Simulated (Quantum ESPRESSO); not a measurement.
# 1T-PtS2, 2 layers, AA stacking, stepped through biaxial strain, part 3 of 8

What law, if any, do the results for 1T-PtS2, 2 layers, AA stacking follow against biaxial strain?

Quantum ESPRESSO 7.5; plane-wave DFT, PBE, GBRV ultrasoft pseudopotentials.

So far. Step 2 (Variable-cell relaxation of the reference):  The last row is no step: it is a fresh SCF in the final cell with a new plane-wave basis, +0 meV from the row before. Step 3 (Relaxing the ions, -4 %): The relaxation lowers the energy by 36 meV an atom.

### Step 4. Ground state, -4 %

The self-consistent run of this member.

Level of this step: plane-wave DFT, PBE, GBRV ultrasoft pseudopotentials (Quantum ESPRESSO 7.5).

The input, m0.scf.in:

```
&control
  prefix = 'm0.scf'
  outdir = './out'
  pseudo_dir = './pseudo'
  calculation = 'scf'
  tprnfor = .true.
/
&system
  ibrav = 0
  nat = 6
  ntyp = 2
  ecutwfc = 40
  ecutrho = 200
  occupations = 'smearing'
  smearing = 'fd'
  degauss = 0.002
  nbnd = 32
/
&electrons
  conv_thr = 1e-09
  mixing_beta = 0.4
  electron_maxstep = 120
  mixing_mode = 'plain'
/
ATOMIC_SPECIES
  S   32.0600  s_pbe_v1.4.uspp.F.UPF
  Pt  195.0840  pt_pbe_v1.4.uspp.F.UPF
CELL_PARAMETERS angstrom
  3.41782154112000 0.00000000000000 0.00000000000000
  -1.70891077056000 2.95992028032000 0.00000000000000
  0.00000000000000 0.00000000000000 22.22817278700000
ATOMIC_POSITIONS crystal
  S   0.666666666700 0.333333333300 0.321965973000
  Pt  0.000000000000 0.000000000000 0.381464967200
  S   0.333333333300 0.666666666700 0.439806182300
  S   0.666666666700 0.333333333300 0.560193817700
  Pt  0.000000000000 0.000000000000 0.618535032800
  S   0.333333333300 0.666666666700 0.678034027000
K_POINTS automatic
  12 12 1 0 0 0
```

The run is started by

```bash
> OMP_NUM_THREADS=1 mpirun -n 4 pw.x -nk 4 -in m0.scf.in > m0.scf.out
```

The program printed:

```text
[banner, memory and clock lines left out]
Program PWSCF v.7.5 starts
[citation notice left out]

[...]
Message from routine setup:
[...]
bravais-lattice index     =            0
     lattice parameter (alat)  =       6.4587  a.u.
     unit-cell volume          =    1517.5037 (a.u.)^3
     number of atoms/cell      =            6
     number of atomic types    =            2
     number of electrons       =        56.00
     number of Kohn-Sham states=           32
     kinetic-energy cutoff     =      40.0000  Ry
     charge density cutoff     =     200.0000  Ry
     scf convergence threshold =      1.0E-09
     mixing beta               =       0.4000
     number of iterations used =            8  plain     mixing
     Exchange-correlation=  SLA  PW   PBX  PBC
                           (   1   4   3   4   0   0   0)

[...]
PseudoPot. # 1 for S  read from file:
     ./pseudo/s_pbe_v1.4.uspp.F.UPF
     Pseudo is Ultrasoft + core correction, Zval =  6.0
     Generated by new atomic code, or converted to UPF format
     Using radial grid of  907 points,  6 beta functions with:
                l(1) =   0
                l(2) =   0
                l(3) =   1
                l(4) =   1
                l(5) =   2
                l(6) =   2
     Q(r) pseudized with  8 coefficients,  rinner =    1.300   1.300   1.300
                                                       1.300   1.300

     PseudoPot. # 2 for Pt read from file:
     ./pseudo/pt_pbe_v1.4.uspp.F.UPF
     Pseudo is Ultrasoft + core correction, Zval = 16.0
     Generated by new atomic code, or converted to UPF format
     Using radial grid of  985 points,  6 beta functions with:
                l(1) =   0
                l(2) =   0
                l(3) =   1
                l(4) =   1
                l(5) =   2
                l(6) =   2
     Q(r) pseudized with  8 coefficients,  rinner =    1.300   1.300   1.300
                                                       1.300   1.300

     atomic species   valence    mass     pseudopotential
     S                 6.00    32.06000     S ( 1.00)
     Pt               16.00   195.08400     Pt( 1.00)

     12 Sym. Ops., with inversion, found

[...]
number of k points=    19  Fermi-Dirac smearing, width (Ry)=  0.0020
[...]
Dense  grid:    72603 G-vectors     FFT dimensions: (  30,  30, 192)

     Smooth grid:    51643 G-vectors     FFT dimensions: (  25,  25, 180)

     Initial potential from superposition of free atoms

     starting charge      54.9998, renormalised to      56.0000

     negative rho (up, down):  3.669E-01 0.000E+00
     Starting wfcs are   40 randomized atomic wfcs

     per-process dynamical memory:    68.2 Mb

     Self-consistent Calculation

     iteration #  1     ecut=    40.00 Ry     beta= 0.40
     Davidson diagonalization with overlap
     ethr =  1.00E-02,  avg # of iterations =  2.8

     negative rho (up, down):  3.457E-01 0.000E+00

     total energy              =    -516.48252474 Ry
     estimated scf accuracy    <       3.99958147 Ry

     iteration #  2     ecut=    40.00 Ry     beta= 0.40
[...]
negative rho (up, down):  3.489E-01 0.000E+00

[...]
total energy              =    -517.58990213 Ry
     estimated scf accuracy    <       2.20814781 Ry

     iteration #  3     ecut=    40.00 Ry     beta= 0.40
[...]
negative rho (up, down):  3.483E-01 0.000E+00

[...]
total energy              =    -517.85625686 Ry
     estimated scf accuracy    <       0.33387492 Ry

     iteration #  4     ecut=    40.00 Ry     beta= 0.40
[...]
negative rho (up, down):  3.450E-01 0.000E+00

[...]
total energy              =    -517.90462631 Ry
     estimated scf accuracy    <       0.11290529 Ry

     iteration #  5     ecut=    40.00 Ry     beta= 0.40
[...]
negative rho (up, down):  3.437E-01 0.000E+00

[...]
total energy              =    -517.91018233 Ry
     estimated scf accuracy    <       0.01313745 Ry

     iteration #  6     ecut=    40.00 Ry     beta= 0.40
[...]
negative rho (up, down):  3.437E-01 0.000E+00

[...]
total energy              =    -517.91376153 Ry
     estimated scf accuracy    <       0.00358646 Ry

[...]
iteration # 12     ecut=    40.00 Ry     beta= 0.40
[...]
negative rho (up, down):  3.438E-01 0.000E+00

[...]
total energy              =    -517.91403947 Ry
     estimated scf accuracy    <       0.00000001 Ry

     iteration # 13     ecut=    40.00 Ry     beta= 0.40
[...]
negative rho (up, down):  3.438E-01 0.000E+00

[...]
total energy              =    -517.91403948 Ry
     estimated scf accuracy    <          7.6E-09 Ry

     iteration # 14     ecut=    40.00 Ry     beta= 0.40
[...]
negative rho (up, down):  3.438E-01 0.000E+00

[...]
total energy              =    -517.91403948 Ry
     estimated scf accuracy    <          1.4E-09 Ry

     iteration # 15     ecut=    40.00 Ry     beta= 0.40
[...]
negative rho (up, down):  3.438E-01 0.000E+00

[...]
End of self-consistent calculation

          k = 0.0000 0.0000 0.0000 (  6565 PWs)   bands (ev):

   -51.3002 -51.3001 -51.2649 -51.2649 -51.2649 -51.2649 -12.8452 -12.6375
   -10.7999 -10.4312  -4.5175  -3.9586  -3.9586  -3.9487  -3.9487  -3.8286
    -1.4102  -1.4102  -1.4026  -1.4026  -0.1797   0.4991   0.4991   1.4736
     1.4736   1.5886   1.5886   1.7478   4.7785   4.7785   5.0307   5.0307

          k = 0.0000 0.0962 0.0000 (  6539 PWs)   bands (ev):

   -51.2998 -51.2998 -51.2672 -51.2672 -51.2655 -51.2655 -12.7478 -12.5397
   -10.7961 -10.4461  -4.4424  -3.9918  -3.9794  -3.9059  -3.8931  -3.7092
    -1.5589  -1.5398  -1.4845  -1.4704  -0.1289   0.2756   0.4095   1.2124
     1.5217   1.5420   1.6423   2.1184   4.3533   4.5852   4.6459   4.9248

[...]
the Fermi energy is     2.7444 ev

!    total energy              =    -517.91403948 Ry
     estimated scf accuracy    <          3.7E-10 Ry
     smearing contrib. (-TS)   =      -0.00000000 Ry
     internal energy E=F+TS    =    -517.91403948 Ry

     The total energy is F=E-TS. E is the sum of the following terms:
     one-electron contribution =   -2584.94252702 Ry
     hartree contribution      =    1305.46860445 Ry
     xc contribution           =    -147.66034155 Ry
     ewald contribution        =     909.22022464 Ry

     convergence has been achieved in  15 iterations

     negative rho (up, down):  3.438E-01 0.000E+00

     Forces acting on atoms (cartesian axes, Ry/au):

     atom    1 type  1   force =     0.00000000    0.00000000   -0.00393438
     atom    2 type  2   force =     0.00000000    0.00000000   -0.00367499
     atom    3 type  1   force =     0.00000000   -0.00000000   -0.00099297
     atom    4 type  1   force =     0.00000000   -0.00000000    0.00099297
     atom    5 type  2   force =     0.00000000   -0.00000000    0.00367499
     atom    6 type  1   force =     0.00000000    0.00000000    0.00393438

     Total force =     0.007742     Total SCF correction =     0.000110

[...]
```

Run time: 34 s. Hardware: 4 MPI ranks of Arm Neoverse V1, shared host; peak memory 0.67 GiB; 2.2 min of CPU time.

This step gave:

* free energy: -7046.5795 eV
* valence top, on the run's zero: 2.244 eV
* conduction bottom, on the run's zero: 3.246 eV
* gap by band count: 1.002 eV

### Step 5. Electrostatic potential, -4 %

plot_num = 11 writes the bare and Hartree potential, from which vacuum levels or, in a crystal, the mean potential are read.

The input, m0.pot.in:

```
&inputpp
  prefix = 'm0.scf'
  outdir = './out'
  filplot = 'm0.pot.dat'
  plot_num = 11
/
```

The run is started by

```bash
> OMP_NUM_THREADS=1 mpirun -n 4 pp.x -in m0.pot.in > m0.pot.out
```

The program printed:

```text
[banner, memory and clock lines left out]
Program POST-PROC v.7.5 starts

          URL

     ./out/m0.scf.save/

     IMPORTANT: XC functional enforced from input :
     Exchange-correlation= PBE
                           (   1   4   3   4   0   0   0)
     Any further DFT definition will be discarded
     Please, verify this is what you really want

     negative rho (up, down):  3.438E-01 0.000E+00

     Calling punch_plot, plot_num =  11
     Writing data to file  m0.pot.dat
     Message from routine chdens:
     namelist plot not found or invalid, exiting
```

Run time: 0.97 s. Hardware: 4 MPI ranks; peak memory 0.1 GiB; 3.6 s of CPU time.

Numbers from this step:

| Property | Result |
| --- | --- |
| slope of the potential above | 6.89e-5 eV/Å |
| upper vacuum line continued to the top atoms, over the valence top | 5.670 eV |
| slope of the potential below | -4.89e-5 eV/Å |
| lower vacuum line continued to the bottom atoms, over the valence top | 5.670 eV |
| vacuum level at the upper face over the valence top of the mesh | 5.670 eV |
| vacuum level at the lower face over the valence top of the mesh | 5.670 eV |

The potential energy, planar mean oscillates, so the rows of the table below give means over windows of 1 Å about each position, cut where the curve ends. Its maxima inside the range that stand out by 2 % of the span (Å: eV): 7.8: -8.22, 9.3: -8.75, 11.1: 4.20, 13.0: -8.75, 14.5: -8.22. Its minima: 7.2: -11.7, 8.5: -16.2, 9.7: -11.9, 12.5: -11.9, 13.8: -16.2, 15.1: -11.7.

Electrostatic potential energy of an electron; zero at the highest filled level of the SCF mesh. Potential energy, planar mean against z; means over each step:

| z (Å) | potential energy, planar mean (eV) |
| --- | --- |
| 0 | 5.67 |
| 1 | 5.67 |
| 2 | 5.67 |
| 3 | 5.67 |
| 4 | 5.67 |
| 5 | 5.58 |
| 6 | 3.85 |
| 7 | -8.19 |
| 8 | -11.9 |
| 9 | -12.0 |
| 10 | -7.67 |
| 11 | 3.38 |
| 12 | -4.61 |
| 13 | -11.0 |
| 14 | -13.5 |
| 15 | -9.64 |
| 16 | 2.09 |
| 17 | 5.50 |
| 18 | 5.66 |
| 19 | 5.67 |
| 20 | 5.67 |
| 21 | 5.67 |
| 22 | 5.67 |

(Part 3 of 8 ends here.)

[Logs are printed without paths, hosts, clocks, repeated set-up lines and the standing remarks that a program may print on its own settings, such as how far it seeks lower states.]

[Hosts, paths, dates, database ids (printed as entryN), source tags and the programs' standing remarks are cut or masked in the printed files.]

[Maps of the electrostatic potential energy from Ansatz leave out the sawtooth potential of an applied field or a dipole correction, so their vacuum need not be flat; planar profiles and work functions include it.]
